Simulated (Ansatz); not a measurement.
## Ni wire along [110], 17 atoms a period: bands along the axis

Wanted: the relaxed geometry and the bands of the Ni wire along [110], 17 atoms a period.

Main program and level: Ansatz 0.2.0; DFT PBE, plane waves, PAW; relaxation of a wire's period; PAW set soft_1, in the first sound run; inputs show where later runs differ.

## (1) The starting structure

The cell holds 17 atoms: 17 Ni. Cell: a = 13.840 Å, b = 14.267 Å, c = 2.489 Å, α = 90.0°, β = 90.0°, γ = 90.0°. Vacuum lies along a and b. The structure's axis is c.

## (2) Relaxing the period

Band widths follow the bond lengths, so the wire is relaxed first. The atoms and the third cell vector are free; the box across stays fixed as vacuum. Moments are seeded so that a magnetic state can form if it lies lower. A Fermi-Dirac smearing is set since the result may be a metal. The pressure printed is a third of the stress's trace over the whole box, vacuum included; only the stress along the axis is relaxed.

Input file input.yaml:

```yaml
crystal:
  lattice:
    - [13.84, 0.0, 0.0]
    - [0.0, 14.267, 0.0]
    - [0.0, 0.0, 2.4890158698]
  atoms:
    - { symbol: Ni, position: [0.24566474, 0.674461322, 0.0], spin: 0.8 }
    - { symbol: Ni, position: [0.24566474, 0.500001669, 0.0], spin: 0.8 }
    - { symbol: Ni, position: [0.5, 0.674461322, 0.0], spin: 0.8 }
    - { symbol: Ni, position: [0.5, 0.500001669, 0.0], spin: 0.8 }
    - { symbol: Ni, position: [0.75433526, 0.674461322, 0.0], spin: 0.8 }
    - { symbol: Ni, position: [0.75433526, 0.500001669, 0.0], spin: 0.8 }
    - { symbol: Ni, position: [0.37283237, 0.238312189, 0.5], spin: 0.8 }
    - { symbol: Ni, position: [0.37283237, 0.412771842, 0.5], spin: 0.8 }
    - { symbol: Ni, position: [0.37283237, 0.587231495, 0.5], spin: 0.8 }
    - { symbol: Ni, position: [0.37283237, 0.761691148, 0.5], spin: 0.8 }
    - { symbol: Ni, position: [0.62716763, 0.238312189, 0.5], spin: 0.8 }
    - { symbol: Ni, position: [0.62716763, 0.412771842, 0.5], spin: 0.8 }
    - { symbol: Ni, position: [0.62716763, 0.587231495, 0.5], spin: 0.8 }
    - { symbol: Ni, position: [0.62716763, 0.761691148, 0.5], spin: 0.8 }
    - { symbol: Ni, position: [0.24566474, 0.325542015, 0.0], spin: 0.8 }
    - { symbol: Ni, position: [0.5, 0.325542015, 0.0], spin: 0.8 }
    - { symbol: Ni, position: [0.75433526, 0.325542015, 0.0], spin: 0.8 }
magnetization:
  spin_polarized: true
kpoints:
  mp_grid: { grid: [1, 1, 33] }
scf:
  occupations: { method: fermi_dirac, width: 0.05 }
hamiltonian:
  xc: pbe
  pseudopotentials: { kind: paw, azcp: { folder: soft_1 } }
relax:
  cell: { fix: [a, b, alpha, beta, gamma] }
  max_steps: 45
  f_tol: 0.03
```

Run with:

```
> ansatz run input.yaml --threads 4 --pin off --max-ram 16384MiB --backend cpu --events-out ev --progress --plain --runs-dir out
```

Numbers of over 12 decimals in the logs are rounded to 6 here.

The log of the run:

```text
Engine: ansatz 0.2.0, aarch64-unknown-linux-gnu
Pseudopotentials: kind: paw
Pseudopotential: Ni, paw, valence charge 18, recommended cutoff 420 eV (normal), soft_1/Ni.paw.azcp
Functional definition: PBE
  parameter kappa = 0.804
  parameter beta = 0.066725
  exchange = pbe_x(kappa = kappa, mu = beta*pi^2/3)
  correlation = pbe_c(beta = beta)
Crystal: 17 atoms, lattice volume = 491.469 Å³
Basis set: ecut = 420 eV, 9593 PW (Γ), exchange–correlation on 192×192×36 points (8 copies of the dense FFT grid, shifted against one another)
Bands: 192, of which v1, the nominal top of the filled ones, is band 153 counted from 1 (152 counted from 0)
Symmetry: 8 space group operations
Space group: Pmmm (ITA 47), of the structure as read, at distance tolerance 7.9e-5 Å
Magnetic group: BNS 47.249 (UNI 347), of the structure as read, at distance tolerance 7.9e-5 Å
k-points: 17 of 33
Non-local potential: Ni, projectors of the file, l = 0: 3, l = 1: 2, l = 2: 3, l = 3: 1
PAW form: soft (Blöchl's): semilocal exchange-correlation on the pseudo side does not see the compensation charge
PAW one-centre angular grid: Ni, 590 points (default); XC on 64 Gauss nodes
Initial density: superposition of atomic densities (neutral atoms: chi_scale 0, normalization atom)
Starting moments: Σ|m| = 13.6 μB on 17 of 17 sites
Initial wavefunctions: pseudopotential atomic-orbital guess
Functional: x = pbe(κ = 0.804, μ = 0.219515), c = pbe(β = 0.066725)
SCF iter   1: F=—  HF=-99248.429431 eV  |F-HF|=—  |Δ(HF+E_count)|=         —  Δρ=2.13e-2 (↑2.05e-2 ↓2.13e-2)  dr2=2.69e1  dr2_m=9.93e-1  M=14.021 μB ∫|m|=14.607 μB  β_m=0.30  ethr=3.10e-3  ⟨swp⟩=7.3  Hψ=27441  notcnv=0  defer=393
Mixer restart at iter 1: flushing history
preconditioner: auto → LDOS  [metal: Δε(μ)=0.005 eV  Ē_g=6.610 eV  σ=0.050 eV  W_gap=0.03  n_scr=96 (ndim 8)  ℏωp=21.8 eV  f_vac=0.508  D(μ)=41.45/eV (n_scr^D=522)]
spin=Collinear: LDOS preconditioning applied to the charge; magnetization (m = ρ↑ − ρ↓) channel mixes plain (no charge-response kernel on spin).
SCF iter   2: F=—  HF=-99251.411126 eV  |F-HF|=—  |Δ(HF+E_count)|=    2.98e0  Δρ=1.95e-2 (↑1.95e-2 ↓9.40e-3)  dr2=4.75e0  dr2_m=5.27e-1  M=13.816 μB ∫|m|=14.722 μB  β_m=0.36  ethr=3.10e-3  ⟨swp⟩=2.2  Hψ=10732  notcnv=0  defer=695
SCF iter   3: F=—  HF=-99258.831683 eV  |F-HF|=—  |Δ(HF+E_count)|=    7.42e0  Δρ=7.84e-3 (↑6.13e-3 ↓7.84e-3)  dr2=4.14e-1  dr2_m=1.58e-1  M=13.645 μB ∫|m|=14.827 μB  β_m=0.41  ethr=1.55e-3  ⟨swp⟩=3.0  Hψ=10563  notcnv=0  defer=701
SCF iter   4: F=—  HF=-99261.910855 eV  |F-HF|=—  |Δ(HF+E_count)|=    3.08e0  Δρ=5.31e-3 (↑5.31e-3 ↓3.50e-3)  dr2=2.71e-1  dr2_m=2.44e-2  M=13.288 μB ∫|m|=14.720 μB  β_m=0.64  ethr=1.35e-4  ⟨swp⟩=2.5  Hψ=10426  notcnv=0  defer=727
SCF iter   5: F=—  HF=-99263.570705 eV  |F-HF|=—  |Δ(HF+E_count)|=         —  Δρ=5.54e-3 (↑2.46e-3 ↓5.54e-3)  dr2=1.10e-1  dr2_m=5.70e-2  M=12.576 μB ∫|m|=14.231 μB  β_m=0.64  ethr=8.86e-5  ⟨swp⟩=3.1  Hψ=13066  notcnv=0  defer=734
SCF iter   6: F=—  HF=-99263.609061 eV  |F-HF|=—  |Δ(HF+E_count)|=   3.84e-2  Δρ=4.18e-3 (↑9.28e-4 ↓4.18e-3)  dr2=6.69e-2  dr2_m=1.94e-2  M=12.428 μB ∫|m|=14.084 μB  β_m=0.82  ethr=3.59e-5  ⟨swp⟩=2.4  Hψ=9583  notcnv=0  defer=768
SCF iter   7: F=—  HF=-99263.657351 eV  |F-HF|=—  |Δ(HF+E_count)|=   4.83e-2  Δρ=2.23e-3 (↑1.70e-3 ↓2.23e-3)  dr2=3.89e-2  dr2_m=1.30e-3  M=12.425 μB ∫|m|=14.094 μB  β_m=0.70  ethr=2.19e-5  ⟨swp⟩=2.2  Hψ=11473  notcnv=0  defer=768
SCF iter   8: F=—  HF=-99263.652385 eV  |F-HF|=—  |Δ(HF+E_count)|=   4.97e-3  Δρ=1.10e-3 (↑5.34e-4 ↓1.10e-3)  dr2=8.84e-3  dr2_m=5.47e-4  M=12.321 μB ∫|m|=13.996 μB  β_m=0.59  ethr=1.27e-5  ⟨swp⟩=2.0  Hψ=9955  notcnv=0  defer=768
SCF iter   9: F=—  HF=-99263.652319 eV  |F-HF|=—  |Δ(HF+E_count)|=   6.63e-5  Δρ=2.33e-4 (↑1.27e-4 ↓2.33e-4)  dr2=2.21e-4  dr2_m=1.24e-4  M=12.303 μB ∫|m|=13.985 μB  β_m=0.64  ethr=2.89e-6  ⟨swp⟩=2.0  Hψ=9604  notcnv=0  defer=768
SCF iter  10: F=—  HF=-99263.652263 eV  |F-HF|=—  |Δ(HF+E_count)|=   5.54e-5  Δρ=8.32e-5 (↑5.58e-5 ↓8.32e-5)  dr2=2.04e-5  dr2_m=1.78e-5  M=12.301 μB ∫|m|=13.983 μB  β_m=0.71  ethr=7.22e-8  ⟨swp⟩=2.1  Hψ=10102  notcnv=0  defer=768
SCF iter  11: F=—  HF=-99263.652300 eV  |F-HF|=—  |Δ(HF+E_count)|=   3.63e-5  Δρ=4.20e-5 (↑4.20e-5 ↓3.83e-5)  dr2=2.06e-5  dr2_m=1.83e-6  M=12.304 μB ∫|m|=13.986 μB  β_m=0.61  ethr=6.68e-9  ⟨swp⟩=2.0  Hψ=11609  notcnv=0  defer=768
SCF iter  12: F=—  HF=-99263.652299 eV  |F-HF|=—  |Δ(HF+E_count)|=   6.35e-7  Δρ=2.84e-5 (↑1.06e-5 ↓2.84e-5)  dr2=3.36e-6  dr2_m=8.82e-7  M=12.305 μB ∫|m|=13.986 μB  β_m=0.60  ethr=6.68e-9  ⟨swp⟩=2.0  Hψ=10627  notcnv=0  defer=768
SCF iter  13: F=—  HF=-99263.652300 eV  |F-HF|=—  |Δ(HF+E_count)|=   4.38e-7  Δρ=9.65e-6 (↑3.43e-6 ↓9.65e-6)  dr2=2.27e-7  dr2_m=1.24e-7  M=12.305 μB ∫|m|=13.987 μB  β_m=0.77  ethr=1.10e-9  ⟨swp⟩=2.0  Hψ=9461  notcnv=0  defer=768
SCF iter  14: F=—  HF=-99263.652300 eV  |F-HF|=—  |Δ(HF+E_count)|=   2.84e-7  Δρ=6.62e-6 (↑4.25e-6 ↓6.62e-6)  dr2=2.04e-7  dr2_m=4.78e-8  M=12.305 μB ∫|m|=13.987 μB  β_m=0.88  ethr=7.42e-11  ⟨swp⟩=2.8  Hψ=12824  notcnv=0  defer=768
SCF iter  15: F=—  HF=-99263.652300 eV  |F-HF|=—  |Δ(HF+E_count)|=   2.16e-7  Δρ=1.00e-5 (↑6.07e-6 ↓1.00e-5)  dr2=7.08e-7  dr2_m=4.48e-8  M=12.306 μB ∫|m|=13.987 μB  β_m=0.68  ethr=6.67e-11  ⟨swp⟩=3.0  Hψ=12378  notcnv=0  defer=768  recentre
SCF iter  16: F=—  HF=-99263.652300 eV  |F-HF|=—  |Δ(HF+E_count)|=   1.81e-7  Δρ=2.96e-6 (↑9.25e-7 ↓2.96e-6)  dr2=2.88e-8  dr2_m=9.02e-9  M=12.305 μB ∫|m|=13.987 μB  β_m=0.72  ethr=6.67e-11  ⟨swp⟩=2.3  Hψ=11878  notcnv=0  defer=768
SCF iter  17: F=-99263.652300 eV  HF=-99263.652300 eV  |F-HF|=2.18e-8  |Δ(HF+E_count)|=   8.32e-9  Δρ=1.88e-6 (↑8.09e-7 ↓1.88e-6)  dr2=2.33e-8  dr2_m=2.19e-9  M=12.306 μB ∫|m|=13.987 μB  ethr=9.40e-12  ⟨swp⟩=2.5  Hψ=22433  notcnv=0
SCF 1 converged in 17 iterations: F = -99263.652300 eV  dr2 = 2.33e-8
  greatest PAW one-centre occupation: 1.001 electrons in one spin orbital (limit 2), on the Ni atom at site 10 (counted from 0), in its partial waves of l = 1
relax step   1: F+E_penalty+E_count = -99263.65229987 eV  Δ(F+E_penalty+E_count) = +0.000e0 eV  max|allowed force component| = 7.156e-1 eV/Å  Δτ_max = 0.0000 Å  P = -3.339 GPa  Ω = 491.469 Å³  fix = [a, b, alpha, beta, gamma]  reactions: a -2.694, b -3.126 GPa  (17 SCF iters, dr2 threshold 1.00e-7 eV, accepted)
Crystal: 17 atoms, lattice volume = 485.630 Å³
Basis set: ecut = 420 eV, 9453 PW (Γ), exchange–correlation on 192×192×36 points (8 copies of the dense FFT grid, shifted against one another)
Initial density: handed on by an earlier stage of this run
[...]
spin=Collinear: LDOS preconditioning applied to the charge; magnetization (m = ρ↑ − ρ↓) channel mixes plain (no charge-response kernel on spin).
SCF iter   2: F=—  HF=-99264.066416 eV  |F-HF|=—  |Δ(HF+E_count)|=   3.00e-4  Δρ=2.23e-5 (↑2.23e-5 ↓2.21e-5)  dr2=3.15e-5  dr2_m=8.94e-8  M=12.014 μB ∫|m|=13.634 μB  β_m=0.56  ethr=2.72e-8  ⟨swp⟩=2.0  Hψ=10388  notcnv=0
SCF iter   3: F=—  HF=-99264.066420 eV  |F-HF|=—  |Δ(HF+E_count)|=   4.36e-6  Δρ=3.86e-5 (↑3.86e-5 ↓1.32e-5)  dr2=6.82e-6  dr2_m=1.16e-6  M=12.011 μB ∫|m|=13.632 μB  β_m=0.49  ethr=1.03e-8  ⟨swp⟩=2.0  Hψ=9105  notcnv=0
SCF iter   4: F=—  HF=-99264.066420 eV  |F-HF|=—  |Δ(HF+E_count)|=   2.18e-7  Δρ=1.93e-5 (↑1.14e-5 ↓1.93e-5)  dr2=3.24e-6  dr2_m=7.82e-7  M=12.011 μB ∫|m|=13.632 μB  β_m=0.56  ethr=2.23e-9  ⟨swp⟩=2.0  Hψ=10648  notcnv=0
SCF iter   5: F=—  HF=-99264.066421 eV  |F-HF|=—  |Δ(HF+E_count)|=   1.23e-6  Δρ=1.09e-5 (↑1.09e-5 ↓4.43e-6)  dr2=1.27e-6  dr2_m=1.72e-7  M=12.010 μB ∫|m|=13.631 μB  β_m=0.54  ethr=1.06e-9  ⟨swp⟩=2.0  Hψ=10754  notcnv=0
SCF iter   6: F=—  HF=-99264.066421 eV  |F-HF|=—  |Δ(HF+E_count)|=   1.48e-7  Δρ=2.79e-6 (↑2.79e-6 ↓2.40e-6)  dr2=1.52e-8  dr2_m=2.51e-8  M=12.009 μB ∫|m|=13.630 μB  β_m=0.62  ethr=4.15e-10  ⟨swp⟩=2.0  Hψ=8707  notcnv=0
SCF iter   7: F=—  HF=-99264.066421 eV  |F-HF|=—  |Δ(HF+E_count)|=   1.26e-8  Δρ=9.32e-7 (↑9.30e-7 ↓9.32e-7)  dr2=1.05e-8  dr2_m=1.17e-9  M=12.009 μB ∫|m|=13.630 μB  β_m=0.61  ethr=4.98e-12  ⟨swp⟩=2.9  Hψ=13815  notcnv=0
SCF iter   8: F=—  HF=-99264.066421 eV  |F-HF|=—  |Δ(HF+E_count)|=   1.57e-9  Δρ=5.59e-7 (↑5.59e-7 ↓2.62e-7)  dr2=1.55e-9  dr2_m=3.43e-10  M=12.009 μB ∫|m|=13.630 μB  β_m=0.66  ethr=3.43e-12  ⟨swp⟩=2.1  Hψ=11122  notcnv=0
SCF iter   9: F=—  HF=-99264.066421 eV  |F-HF|=—  |Δ(HF+E_count)|=  1.16e-10  Δρ=3.48e-7 (↑2.63e-7 ↓3.48e-7)  dr2=6.99e-10  dr2_m=2.34e-10  M=12.009 μB ∫|m|=13.630 μB  β_m=0.67  ethr=1.00e-12  ⟨swp⟩=2.0  Hψ=10629  notcnv=0
SCF iter  10: F=—  HF=-99264.066421 eV  |F-HF|=—  |Δ(HF+E_count)|=    0.00e0  Δρ=2.12e-7 (↑2.12e-7 ↓1.21e-7)  dr2=1.02e-10  dr2_m=9.43e-11  M=12.009 μB ∫|m|=13.630 μB  β_m=0.79  ethr=1.00e-12  ⟨swp⟩=2.1  Hψ=8501  notcnv=0
SCF iter  11: F=—  HF=-99264.066421 eV  |F-HF|=—  |Δ(HF+E_count)|=  2.91e-11  Δρ=2.28e-7 (↑7.70e-8 ↓2.28e-7)  dr2=4.18e-10  dr2_m=4.90e-11  M=12.009 μB ∫|m|=13.630 μB  β_m=0.72  ethr=1.00e-12  ⟨swp⟩=1.1  Hψ=6530  notcnv=0
SCF iter  12: F=—  HF=-99264.066421 eV  |F-HF|=—  |Δ(HF+E_count)|=  2.91e-11  Δρ=1.91e-7 (↑7.08e-8 ↓1.91e-7)  dr2=2.49e-10  dr2_m=1.94e-11  M=12.009 μB ∫|m|=13.630 μB  β_m=0.59  ethr=1.00e-12  ⟨swp⟩=1.1  Hψ=6530  notcnv=0
SCF iter  13: F=-99264.066421 eV  HF=-99264.066421 eV  |F-HF|=2.76e-10  |Δ(HF+E_count)|=    0.00e0  Δρ=7.05e-8 (↑1.76e-8 ↓7.05e-8)  dr2=3.54e-11  dr2_m=3.82e-12  M=12.009 μB ∫|m|=13.630 μB  ethr=1.00e-12  ⟨swp⟩=4.0  Hψ=19486  notcnv=0
SCF 5 converged in 13 iterations: F = -99264.066421 eV  dr2 = 3.54e-11
relax step   5: F+E_penalty+E_count = -99264.06642120 eV  Δ(F+E_penalty+E_count) = +4.244e-3 eV  max|allowed force component| = 1.207e-2 eV/Å  Δτ_max = 0.0000 Å  P = -0.026 GPa  Ω = 478.435 Å³  fix = [a, b, alpha, beta, gamma]  reactions: a -0.026, b -0.088 GPa  stress off target by 3.70e-2 GPa on what of the cell is left free  SCF on the basis re-selected at this cell (its energy is not comparable with the rows above)  (13 SCF iters)
basis re-selected at this cell: Δ(F+E_penalty+E_count) = +4.244e-3 eV, ΔP = +0.012 GPa vs the last step (what re-selecting the basis moved, of the pressure what is left beyond the Pulay correction that the steps carried, after the strain that the cell walked since its last selection, with what the two solves' SCF thresholds leave and, on support functions, any second-order correction that the steps lacked; it is no m [...]
SCF converged after 13 iterations
Magnetization: 12.0091 μB (159.0045 up, 146.9955 down)
Absolute magnetization: 13.6461 μB (∫|ρ↑−ρ↓|, with the PAW one-centre terms)
Spin contamination: 0.1853 ħ² per cell (⟨S²⟩ above its minimum at these occupations)
Per-site moments (μB) at R_I (Å): [(0.792287, 0.994666), (0.773307, 0.999488), (0.702782, 0.999488), (0.690841, 0.999488), (0.792287, 0.994666), (0.773307, 0.999488), (0.768602, 0.989350), (0.694604, 0.989350), (0.694604, 0.989350), (0.768602, 0.989350), (0.768602, 0.989350), (0.694604, 0.989350), (0.694604, 0.989350), (0.768602, 0.989350), (0.792287, 0.994666), (0.702782, 0.999488), (0.792287, 0.994666)]
Free energy (F): -99264.066421 eV
Harris-Foulkes:  -99264.066421 eV  (|F-HF|=2.76e-10)
Internal energy: -99263.787594 eV  (E = F + TS)
E sigma→0 (E₀):  -99263.927008 eV
Entropy (-TS):   -0.278827 eV (-16.402 meV/atom)
Fermi energy:    4.190383 eV
--- Per-component energies (eV) ---
  E_band       = -9055.124123
  E_kinetic    = 5760.250358
  E_local      = -265830.711150  (includes V_loc(G=0)·N_el)
  E_nonlocal   = -1969.534301
  E_hartree    = 132835.615666
  E_xc         = -1901.207116
  E_vxc        = -2451.273874  (∫ρ·V_xc dr)
  E_paw        = -28193.075474  (= ΣΔE_a)
  E_vpaw       = -10235.103171  (= ΣTr[D̂ρ^β])
  E_aug_tail   = 0.016432  (compensation charges beyond the density's cutoff)
  E_ewald      = 60034.857991
  E_smearing   = -0.278827  (= −TS)
  E_closure    = 0.000000  (closes the sum)
  Σ components = -99264.066421   (vs F -99264.066421, Δ=0.00e0)
--- Forces (eV/Å), atoms counted from 1 ---
  atom   1  Ni     0.00530754    -0.00857370    -0.00000000
  atom   2  Ni     0.01207060    -0.00000000    -0.00000000
  atom   3  Ni    -0.00000000    -0.00115678    -0.00000000
  atom   4  Ni     0.00000000     0.00000000     0.00000000
  atom   5  Ni    -0.00530754    -0.00857370     0.00000000
  atom   6  Ni    -0.01207060     0.00000000     0.00000000
  atom   7  Ni    -0.00530921     0.00176679     0.00000000
  atom   8  Ni    -0.01082440     0.00938795     0.00000000
  atom   9  Ni    -0.01082440    -0.00938795     0.00000000
  atom  10  Ni    -0.00530921    -0.00176679     0.00000000
  atom  11  Ni     0.00530921     0.00176679    -0.00000000
  atom  12  Ni     0.01082440     0.00938795    -0.00000000
  atom  13  Ni     0.01082440    -0.00938795    -0.00000000
  atom  14  Ni     0.00530921    -0.00176679    -0.00000000
  atom  15  Ni     0.00530754     0.00857370    -0.00000000
  atom  16  Ni     0.00000000     0.00115678     0.00000000
  atom  17  Ni    -0.00530754     0.00857370     0.00000000
  max |Σ_I F_I| component: 9.15e-29 eV/Å
--- Stress (GPa, compression-positive) ---
       -0.026343      -0.000000      -0.000000
       -0.000000      -0.087606      -0.000000
       -0.000000      -0.000000       0.036995
  P = ⅓ Tr σ = -0.0257 GPa (-0.257 kbar)
--- Relaxed structure (4 steps of the walk, 4 accepted, 1 SCFs on fresh bases) ---
  F+E_penalty+E_count = -99264.06642120 eV   max|allowed force component| = 1.207e-2 eV/Å   (the final SCF, on the basis selected at the relaxed cell)
  cell:  # Å, volume = 478.4346 Å³
    - [13.84, 0, 0]
    - [0, 14.267, 0]
    - [0, 0, 2.423002]
  atoms:
    - { symbol: Ni, position: [0.247036, 0.670075, 0] }
    - { symbol: Ni, position: [0.244778, 0.500000, 0.0] }
    - { symbol: Ni, position: [0.5, 0.676867, 0] }
    - { symbol: Ni, position: [0.5, 0.500000, 0] }
    - { symbol: Ni, position: [0.752964, 0.670075, 0] }
    - { symbol: Ni, position: [0.755222, 0.500000, 0] }
    - { symbol: Ni, position: [0.370633, 0.246384, 0.5] }
    - { symbol: Ni, position: [0.372003, 0.414489, 0.5] }
    - { symbol: Ni, position: [0.372003, 0.585511, 0.5] }
    - { symbol: Ni, position: [0.370633, 0.753616, 0.5] }
    - { symbol: Ni, position: [0.629367, 0.246384, 0.5] }
    - { symbol: Ni, position: [0.627997, 0.414489, 0.5] }
    - { symbol: Ni, position: [0.627997, 0.585511, 0.5] }
    - { symbol: Ni, position: [0.629367, 0.753616, 0.5] }
    - { symbol: Ni, position: [0.247036, 0.329925, 0.0] }
    - { symbol: Ni, position: [0.5, 0.323133, 0] }
    - { symbol: Ni, position: [0.752964, 0.329925, 0.0] }
```

Wall time 11 min (4 threads of Arm Neoverse V1, shared host); peak memory 3.4 GiB.

(Continued in part 2 of 2.)

[Logs are printed without paths, hosts, clocks, repeated set-up lines and the standing remarks that a program may print on its own settings, such as how far it seeks lower states.]

[Hosts, paths, dates, database ids (printed as entryN), source tags and the programs' standing remarks are cut or masked in the printed files.]
